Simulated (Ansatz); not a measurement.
# 3-layer 1T-PtSe2 (AA) in a perpendicular field

What dipole does a perpendicular field induce in the 3-layer 1T-PtSe2 (AA)? A positive field points along +c.

Calculated with Ansatz 0.2.0; plane-wave DFT, PBE-D3(BJ), Ansatz PAW.

Report form: inputs, costs, results and the conclusion, without the logs.

## 1. Starting point

The cell holds 9 atoms: 6 Se and 3 Pt. Cell: a = 3.750 Å, b = 3.750 Å, c = 57.003 Å, α = 90.0°, β = 90.0°, γ = 120.0°. Regions: layer 1: 1T-PtSe2, 3 atoms (2 Se and 1 Pt); layer 2: 1T-PtSe2, 3 atoms (2 Se and 1 Pt); layer 3: 1T-PtSe2, 3 atoms (2 Se and 1 Pt). Vacuum lies along c.

## 2. Relaxing the slab

The starting cell is a guess, so the in-plane lattice and the atoms are relaxed first, with the slab cut off from its images along the normal.

The input, input.yaml:

```yaml
crystal:
  lattice:
    - [3.75, 0.0, 0.0]
    - [-1.875, 3.2475952642, 0.0]
    - [0.0, 0.0, 57.0031533873]
  atoms:
    - { symbol: Se, position: [0.6666666667, 0.3333333333, 0.3859435609] }
    - { symbol: Pt, position: [0.0, 0.0, 0.4058347218] }
    - { symbol: Se, position: [0.3333333333, 0.6666666667, 0.4257258827] }
    - { symbol: Se, position: [0.6666666667, 0.3333333333, 0.480108839] }
    - { symbol: Pt, position: [0.0, 0.0, 0.5] }
    - { symbol: Se, position: [0.3333333333, 0.6666666667, 0.519891161] }
    - { symbol: Se, position: [0.6666666667, 0.3333333333, 0.5742741173] }
    - { symbol: Pt, position: [0.0, 0.0, 0.5941652782] }
    - { symbol: Se, position: [0.3333333333, 0.6666666667, 0.6140564391] }
  periodic: [true, true, false]
kpoints:
  mp_grid: { grid: [12, 12, 1] }
hamiltonian:
  xc: pbe
  dispersion: d3bj
scf:
  occupations: { method: fermi_dirac, width: 0.05 }
  convergence: { dr2_threshold: 1.0e-09 }
relax:
  f_tol: 0.004
  max_steps: 90
  cell: {}
output:
  write_potential: true
  write_density: true
  volumetric_format: npy
```

Launch:

```sh
ansatz run input.yaml --threads 4 --pin off --max-ram 8192MiB --backend cpu --events-out ev --progress --plain --runs-dir out
```

Elapsed: 4.8 min, on 4 threads of Arm Neoverse N1, shared host; peak memory 2.1 GiB.

Step by step:

```tsv
step	energy less that of the first step (eV)	largest force component (eV/Å)	volume (Å³)
1	0.0000	2.1668	694.21
2	-1.0423	0.2346	698.63
3	-1.1334	0.1285	685.01
4	-1.1633	0.0596	686.75
5	-1.1685	0.0157	692.74
6	-1.1691	0.0067	693.46
7	-1.1692	0.0012	693.36
8*	-1.1691	0.0012	693.36
```

Relaxation steps marked * repeat the geometry before them on a plane-wave basis chosen anew for their cell, so energy and pressure can jump there.

Forces are held to the 12 operations that the program found; a distortion that breaks them can't arise in this run.

```tsv
cell as run	before	after	change
a (Å)	3.750	3.748	-0.1 %
b (Å)	3.750	3.748	-0.1 %
```

The atoms that moved most (Å, along periodic axes as changes of fractional coordinates times the final cell, across vacuum about the mean position):

```tsv
atom	dx	dy	dz	length
Se3	0.000	0.000	0.625	0.625
Se7	0.000	0.000	-0.625	0.625
Pt2	0.000	0.000	0.477	0.477
Pt8	0.000	0.000	-0.477	0.477
Se1	0.000	0.000	0.296	0.296
Se9	0.000	0.000	-0.296	0.296
Se6	0.000	0.000	0.159	0.159
Se4	0.000	0.000	-0.159	0.159
```

Read from the output:

```yaml
energy_at_zero_smearing: -70390.6379 eV
```

The lattice constant a goes from 3.750 to 3.748 Å.

## 3. Atoms held, field 0, start network

A sawtooth potential applies the field, turning back in the middle of the vacuum. With the dipole correction the typed value is the field outside the slab. The induced dipole is small, so the SCF threshold is tight.

The cell differs from the one that the last finished run ended in (c 57.003 → 30.411 Å).

The input, input.yaml:

```yaml
crystal:
  lattice:
    - [3.7477105407, 0.0, 0.0]
    - [-1.8738552703, 3.2456125343, 0.0]
    - [0.0, 0.0, 30.4113209154]
  atoms:
    - { symbol: Se, position: [0.6666666667, 0.3333333333, 0.2959424231] }
    - { symbol: Pt, position: [0.0, 0.0, 0.3391883979] }
    - { symbol: Se, position: [0.3333333333, 0.6666666667, 0.3813233076] }
    - { symbol: Se, position: [0.6666666667, 0.3333333333, 0.4575019826] }
    - { symbol: Pt, position: [0.0, 0.0, 0.5] }
    - { symbol: Se, position: [0.3333333333, 0.6666666667, 0.5424980174] }
    - { symbol: Se, position: [0.6666666667, 0.3333333333, 0.6186766924] }
    - { symbol: Pt, position: [0.0, 0.0, 0.6608116021] }
    - { symbol: Se, position: [0.3333333333, 0.6666666667, 0.7040575769] }
kpoints:
  mp_grid: { grid: [12, 12, 1] }
  band_path:
    path: [[0, 0, 0], [0.5, 0, 0], [0.33333333, 0.33333333, 0], [0, 0, 0]]
    npoints: 16
hamiltonian:
  xc: pbe
  dispersion: d3bj
scf:
  occupations: { method: fermi_dirac, width: 0.02585 }
  convergence: { dr2_threshold: 1.0e-10 }
efield:
  axis: 3
  dipole_correction: true
  ramp_position: 0.97
  ramp_width: 0.06
  amplitude: 0
output:
  dos: { projected: true, e_range: [-6, 5] }
  write_potential: true
  write_density: true
  volumetric_format: npy
  elf: true
```

It took 87 s on 4 threads; peak memory 1.6 GiB.

Numbers from this step:

| Item | Value |
| --- | --- |
| energy at zero smearing | -70390.6400 eV |
| work function, upper face | 4.647 eV |
| dipole along the normal | -7.58e-8 e·Å |

Running mean over a fixed 2.7 Å (it still follows the layers) of the planar mean; the ramp of the sawtooth is left out. The electron's electrostatic potential energy less the Fermi level by z:

z (Å), electron's electrostatic potential energy less the Fermi level (eV) and a bar from the least value:
```
      3.5       4.65 ##############################
      4.0       4.65 ##############################
      4.5       4.65 ##############################
      5.0       4.64 ##############################
      5.5       4.64 ##############################
      6.0       4.60 ##############################
      6.5       4.46 ##############################
      7.0       3.85 ############################
      7.5       2.51 #########################
      8.0       0.87 #####################
      8.5      -1.43 ################
      9.0      -4.50 #########
      9.5      -7.27 ###
     10.0      -8.42 
     10.5      -8.52 
     11.0      -7.84 ##
     11.5      -5.60 #######
     12.0      -3.20 ############
     12.5      -2.02 ###############
     13.0      -2.01 ###############
     13.5      -3.13 ############
     14.0      -5.53 #######
     14.5      -7.88 ##
     15.0      -8.63 
     15.5      -8.59 
     16.0      -7.55 ##
     16.5      -5.04 ########
     17.0      -2.84 #############
     17.5      -1.94 ###############
     18.0      -2.13 ###############
     18.5      -3.55 ###########
     19.0      -6.08 ######
     19.5      -8.06 #
     20.0      -8.55 
     20.5      -8.33 #
     21.0      -6.88 ####
     21.5      -3.93 ###########
     22.0      -0.95 #################
     22.5       1.19 ######################
     23.0       2.78 ##########################
     23.5       4.03 #############################
     24.0       4.50 ##############################
     24.5       4.61 ##############################
     25.0       4.64 ##############################
     25.5       4.64 ##############################
     26.0       4.65 ##############################
     26.5       4.65 ##############################
     27.0       4.65 ##############################
```

The density of states has structure finer than the step of the table below, so its rows give means over 0.2 eV. Peaks (eV: height): -5.97: 19.2, -5.83: 18.9, -4.59: 24.3, -4.46: 22.8, -3.44: 21.2, -3.33: 32.8, -2.17: 15.8.

Density of states against energy, zero at the Fermi level; means over each step:

energy (eV), density of states (states/eV a cell) and a bar:
```
     -5.8       12.7 ###################
     -5.6        9.7 ###############
     -5.4        8.6 #############
     -5.2        4.1 ######
     -5.0        6.8 ##########
     -4.8        7.8 ############
     -4.6       14.5 ######################
     -4.4       13.3 ####################
     -4.2       10.2 ###############
     -4.0        5.4 ########
     -3.8        2.0 ##
     -3.6        7.5 ###########
     -3.4       19.4 ##############################
     -3.2       10.3 ################
     -3.0        6.8 ##########
     -2.8        6.5 ##########
     -2.6        7.1 ###########
     -2.4        8.7 #############
     -2.2        9.7 ###############
     -2.0        7.4 ###########
     -1.8        7.5 ###########
     -1.6        7.5 ###########
     -1.4        7.4 ###########
     -1.2        5.2 ########
     -1.0        2.3 ###
     -0.8        1.8 ##
     -0.6        1.5 ##
     -0.4        1.0 #
     -0.2        0.5 
      0.0        1.2 #
      0.2        5.9 ########
      0.4        2.5 ###
      0.6        5.4 ########
      0.8        9.6 ##############
      1.0        6.9 ##########
      1.2        5.0 #######
      1.4        6.3 #########
      1.6        8.2 ############
      1.8        6.8 ##########
```

Projected DOS per atom over height of the atomic layer and energy from the Fermi level. Layers: Se Pt Se Se Pt Se Se Pt Se from below.

Ten even steps from '_' (0.04 states/eV) to '@' (4.08 states/eV), each cell a mean:
```
____..::..::..____
....::::..::::....
::..::______::..::
::::::......::::::
________..________
__________________
__________________
__________________
..____..__..____..
--..::..__..::..--
::....::..::....::
::::::::::::::::::
..::....::....::..
..::....::....::..
..@@....##....@@..
__::____**____::__
__--____::____--__
..**....##....**..
::==....==....==::
..::____..____::..
..--....--....--..
::**::::++::::**::
```
Columns: height of the atomic layer (Å) from 9 to 21.4 (not evenly spaced); rows upwards: energy from the Fermi level (eV) from -5.96 to 1.96.

The electronic bands at the labelled points (eV, zero at the Fermi level):

```tsv
point	band 72	band 73	band 74	band 75	band 76	band 77	band 78	band 79
Γ	-1.10	-1.10	-1.06	0.02	1.27	1.27	1.75	1.75
halfway	-1.49	-1.37	-1.34	-0.71	0.01	0.73	0.79	1.39
M	-2.97	-2.77	-2.34	-1.59	0.70	0.87	1.29	1.48
halfway	-2.36	-2.17	-1.81	-1.65	0.34	0.69	0.85	1.09
K	-2.19	-2.19	-1.87	-1.87	0.09	0.09	0.88	0.88
halfway	-1.62	-1.57	-1.23	-0.73	0.22	0.57	0.66	0.84
Γ	-1.10	-1.10	-1.06	0.02	1.27	1.27	1.75	1.75
```

Valence density in the ca plane at fractional y = 0.000, with atoms of Pt within 0.2 Å of it. It is the smooth field of the valence electrons, not physical close to the nuclei.

Ten steps, logarithmic in the rise over the least value, from '0' (0 e/Å³) to '9' (11 e/Å³), each cell a mean:
```
00000000000000000001237998631000012589985210
00000000000000000001135776421100012467753210
00000000000000000011223444322111112334433211
00000000000000000012222222222211122222222221
00000000000000000012332222232211223222222322
00000000000000000012222222222211222222222222
00000000000000000011223333322111122233332221
00000000000000000001224565321100112346643211
00000000000000000001136898531100012478874210
00000000000000000001247999731000013689985210
```
Columns run along c (16.0 Å, from fractional 0.05 to 0.58 of the cell), rows up along a (3.7 Å). Atoms in or near the plane, at fractional coordinates: Pt at (0.34, 0.00), Pt at (0.50, 0.00).

Electrostatic potential energy in the ca plane at fractional y = 0.000, with atoms of Pt within 0.2 Å of it. With pseudopotentials it is smooth inside the atoms' cores, unlike the true potential.

Ten even steps from '0' (-63 eV) to '9' (9 eV), each cell a mean:
```
99999999999999999999983000489999999610016999
99999999999999999999996323799999999852258999
99999999999999999999998878899999999987789999
99999999999999999999999999999999999999999999
99999999999999999999889999988999988899998889
99999999999999999999889999988999988999999899
99999999999999999999999888999999999998899999
99999999999999999999998656899999999875578999
99999999999999999999984101589999999720037999
99999999999999999999982000389999999500016999
```
Columns run along c (16.0 Å, from fractional 0.05 to 0.58 of the cell; values clipped at the 3rd and 97th percentile), rows up along a (3.7 Å). Atoms in or near the plane, at fractional coordinates: Pt at (0.34, 0.00), Pt at (0.50, 0.00).

ELF in the ca plane at fractional y = 0.000, with atoms of Pt within 0.2 Å of it. It is the smooth field of the valence electrons, not physical close to the nuclei.

Values, 6 rows by 16 columns, each cell a mean:
```
0.00 0.00 0.00 0.00 0.00 0.00 0.04 0.24 0.57 0.49 0.17 0.04 0.26 0.59 0.46 0.15
0.00 0.00 0.00 0.00 0.00 0.05 0.25 0.41 0.33 0.34 0.33 0.13 0.39 0.33 0.35 0.31
0.00 0.00 0.00 0.00 0.01 0.15 0.56 0.62 0.29 0.39 0.54 0.27 0.58 0.27 0.42 0.52
0.00 0.00 0.00 0.00 0.01 0.12 0.49 0.59 0.30 0.38 0.50 0.24 0.55 0.28 0.41 0.48
0.00 0.00 0.00 0.00 0.00 0.02 0.15 0.32 0.38 0.35 0.25 0.09 0.31 0.40 0.34 0.23
0.00 0.00 0.00 0.00 0.00 0.00 0.03 0.25 0.63 0.55 0.17 0.03 0.28 0.64 0.52 0.15
```
Columns run along c (16.0 Å, from fractional 0.05 to 0.58 of the cell), rows up along a (3.7 Å). Atoms in or near the plane, at fractional coordinates: Pt at (0.34, 0.00), Pt at (0.50, 0.00).

The work function of the upper face is 4.65 eV.

## 4. Atoms held, field 0.05 V/Å

Edit input.yaml of step 3 so:

```diff
@@ -31,5 +31,4 @@
   ramp_width: 0.06
-  amplitude: 0
+  amplitude: 0.05
 output:
-  dos: { projected: true, e_range: [-6, 5] }
   write_potential: true
@@ -37,2 +36 @@
   volumetric_format: npy
-  elf: true
```

Wall time 90 s (4 threads); peak memory 1.4 GiB.

The dipole is 0.0485 e·Å.

## 5. Atoms held, field -0.05 V/Å

Edit input.yaml of step 4 so:

```diff
@@ -31,3 +31,3 @@
   ramp_width: 0.06
-  amplitude: 0.05
+  amplitude: -0.05
 output:
```

It took 90 s on 4 threads; peak memory 1.4 GiB.

The dipole is -0.0485 e·Å.

## 6. Atoms held, field 0.1 V/Å

Edit input.yaml of step 5 so:

```diff
@@ -29,5 +29,5 @@
   dipole_correction: true
-  ramp_position: 0.97
-  ramp_width: 0.06
-  amplitude: -0.05
+  ramp_position: 0.9638
+  ramp_width: 0.0723
+  amplitude: 0.1
 output:
```

Wall time 90 s (4 threads); peak memory 1.4 GiB.

The dipole is 0.0969 e·Å.

## 7. Atoms held, field -0.1 V/Å

Edit input.yaml of step 6 so:

```diff
@@ -31,3 +31,3 @@
   ramp_width: 0.0723
-  amplitude: 0.1
+  amplitude: -0.1
 output:
```

Wall time 90 s (4 threads); peak memory 1.4 GiB; 5.9 min of CPU time.

The dipole is -0.0969 e·Å.

## 8. Atoms held, field 0.2 V/Å

Edit input.yaml of step 7 so:

```diff
@@ -31,3 +31,3 @@
   ramp_width: 0.0723
-  amplitude: -0.1
+  amplitude: 0.2
 output:
```

Wall time 91 s (4 threads); peak memory 1.4 GiB; 6 min of CPU time.

The dipole is 0.194 e·Å.

## 9. Single point, field -0.2 V/Å

Edit input.yaml of step 8 so:

```diff
@@ -31,3 +31,3 @@
   ramp_width: 0.0723
-  amplitude: 0.2
+  amplitude: -0.2
 output:
```

Wall time 90 s (4 threads); peak memory 1.4 GiB; 5.9 min of CPU time.

The dipole is -0.194 e·Å.

## 10. Atoms held, field 0.3 V/Å

Edit input.yaml of step 9 so:

```diff
@@ -29,5 +29,5 @@
   dipole_correction: true
-  ramp_position: 0.9638
-  ramp_width: 0.0723
-  amplitude: -0.2
+  ramp_position: 0.9615
+  ramp_width: 0.0771
+  amplitude: 0.3
 output:
```

Run time: 91 s. Hardware: 4 threads; peak memory 1.4 GiB.

The dipole is 0.291 e·Å.

## 11. Single point, field -0.3 V/Å

Edit input.yaml of step 10 so:

```diff
@@ -31,3 +31,3 @@
   ramp_width: 0.0771
-  amplitude: 0.3
+  amplitude: -0.3
 output:
```

Run time: 91 s. Hardware: 4 threads; peak memory 1.4 GiB.

The dipole is -0.291 e·Å.

## 12. Single point, field 0.4 V/Å

Edit input.yaml of step 11 so:

```diff
@@ -29,5 +29,5 @@
   dipole_correction: true
-  ramp_position: 0.9615
-  ramp_width: 0.0771
-  amplitude: -0.3
+  ramp_position: 0.9309
+  ramp_width: 0.1381
+  amplitude: 0.4
 output:
```

Elapsed: 91 s, on 4 threads; peak memory 1.4 GiB.

The dipole is 0.388 e·Å.

## 13. Single point, field -0.4 V/Å

Edit input.yaml of step 12 so:

```diff
@@ -31,3 +31,3 @@
   ramp_width: 0.1381
-  amplitude: 0.4
+  amplitude: -0.4
 output:
```

Elapsed: 92 s, on 4 threads; peak memory 1.4 GiB.

The dipole is -0.388 e·Å.

## 14. Response, atoms held

This step: plane-wave DFT, PBE-D3(BJ), Ansatz PAW; response to a field along the normal, atoms held (Ansatz 0.2.0).

The dipoles give the slope, and the difference of two potentials shows where the field is screened.

Numbers from this step:

```yaml
equivalent_conductor_thickness_p_eps_0ae: 14.42 Å
distance_between_the_outer_atoms: 12.41 Å
```

Table of dipole of the cell by applied field:

```tsv
applied field (V/Å)	dipole of the cell (e·Å)
-0.400	-0.388
-0.300	-0.291
-0.200	-0.194
-0.100	-0.0969
-0.050	-0.0485
0.000	0
0.050	0.0485
0.100	0.0969
0.200	0.194
0.300	0.291
0.400	0.388
```

Local field over the applied field, running mean. From the potentials at -0.05 and 0.05 V/Å; running mean over 2.8 Å. Local field over applied field against z:

```tsv
z (Å)	local field over applied field
4.5	0.997
5.0	0.993
5.5	0.980
6.0	0.950
6.5	0.885
7.0	0.770
7.5	0.621
8.0	0.458
8.5	0.297
9.0	0.161
9.5	0.0691
10.0	0.0236
10.5	0.0113
11.0	0.0186
11.5	0.0313
12.0	0.0415
12.5	0.0479
13.0	0.0473
13.5	0.0390
14.0	0.0273
14.5	0.0152
15.0	0.00632
15.5	0.00727
16.0	0.0173
16.5	0.0295
17.0	0.0408
17.5	0.0481
18.0	0.0471
18.5	0.0400
19.0	0.0292
19.5	0.0165
20.0	0.0115
20.5	0.0291
21.0	0.0815
21.5	0.183
22.0	0.325
22.5	0.488
23.0	0.649
23.5	0.794
24.0	0.900
24.5	0.958
25.0	0.983
25.5	0.994
26.0	0.998
```

Electrons, planar mean, per unit field. Table of induced electron density by z:

z (Å), induced electron density (e/Å³ per V/Å) and a bar from the least value:
```
        5    0.00003 ############
        6    0.00021 #############
        7    0.00123 ###################
        8    0.00331 ##############################
        9    0.00103 ##################
       10   -0.00015 ###########
       11    0.00004 ############
       12   -0.00026 ###########
       13    0.00014 #############
       14    0.00034 ##############
       15    0.00003 ############
       16   -0.00008 ############
       17   -0.00025 ###########
       18    0.00008 #############
       19    0.00037 ##############
       20    0.00006 ############
       21   -0.00056 #########
       22   -0.00213 #
       23   -0.00225 
       24   -0.00045 ##########
       25   -0.00006 ############
       26   -0.00001 ############
```

By hand: between -0.05 and 0.05 V/Å the dipole changes by 0.09695 e·Å, a slope of 0.9695 e·Å²/V. A perfect conductor of thickness t has p = ε₀AEt, so t = 180.95 × 0.9695 / 12.164 = 14.42 Å (e/ε₀ = 180.95 V·Å, A in Å²).

The induced dipole is that of a conductor 14.42 Å thick.

## 15. What came out

```yaml
gap_without_field: none
work_function_upper_face: 4.65 eV
equivalent_conductor_thickness_atoms_held: 14.4 Å
```

In words: The induced dipole equals that of a perfect conductor 14.42 Å thick, while the outer atoms lie 12.41 Å apart. There is no gap over 0.03 eV, with or without the field. The main runs have no spin polarisation; a magnetic state could lie lower and would change these results. Spin-orbit coupling is left out, which matters for the bands of elements this heavy.

[Long decimals in the printed logs are rounded to 6 places.]

[Logs are printed without paths, hosts, clocks, repeated set-up lines and the standing remarks that a program may print on its own settings, such as how far it seeks lower states.]

[Hosts, paths, dates, database ids (printed as entryN), source tags and the programs' standing remarks are cut or masked in the printed files.]

[Maps of the electrostatic potential energy from Ansatz leave out the sawtooth potential of an applied field or a dipole correction, so their vacuum need not be flat; planar profiles and work functions include it.]

[The density of states shown here was stored with 400 of the rows of the run's finer table, so its peaks can read low, often by over a quarter, or be missed, and its means over a window can be off by a tenth or more.]
